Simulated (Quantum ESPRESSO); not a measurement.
# Gap and tunnelling decay at a withheld lattice constant: LiMgBr3, cubic perovskite type

**Set-up.** Quantum ESPRESSO 7.5 (pw.x, pwcond.x with ikind = 0), PBE, GBRV ultrasoft, cubic crystals. κ is the slowest decay along [001] at mid-gap among three points across the current.

```
a (Å)  gap on the mesh (eV)  κ (1/Å)
4.821                 2.612    0.292
4.975                 2.808    0.280
5.128                 2.954    0.263
5.436                 2.474    0.232
```

One more run was made and is withheld. What are gap and κ at a = 5.282 Å?

**Fit.** A line through the rows at 5.128 and 5.436 Å gives a gap of 2.954 + 0.500 × (2.474 − 2.954) = 2.71 eV and κ = 0.247 1/Å. The two-band model κ = 0.5123 √(m* E_g/4) needs m* = 0.357 at 5.128 Å; with that mass and the new gap, κ = 0.252 1/Å.

**The withheld run.** The gap is 2.806 eV and κ = 0.245 1/Å. The line misses the gap by −0.092 eV and κ by +1.0 %; the two-band estimate misses κ by +2.9 %.

Caveats: The structure type is imposed. Local and semilocal gaps and decay constants are too small; no spin-orbit coupling. For an indirect gap m* is a fitting number alone.

[Logs are printed without paths, hosts, clocks, repeated set-up lines and the standing remarks that a program may print on its own settings, such as how far it seeks lower states.]
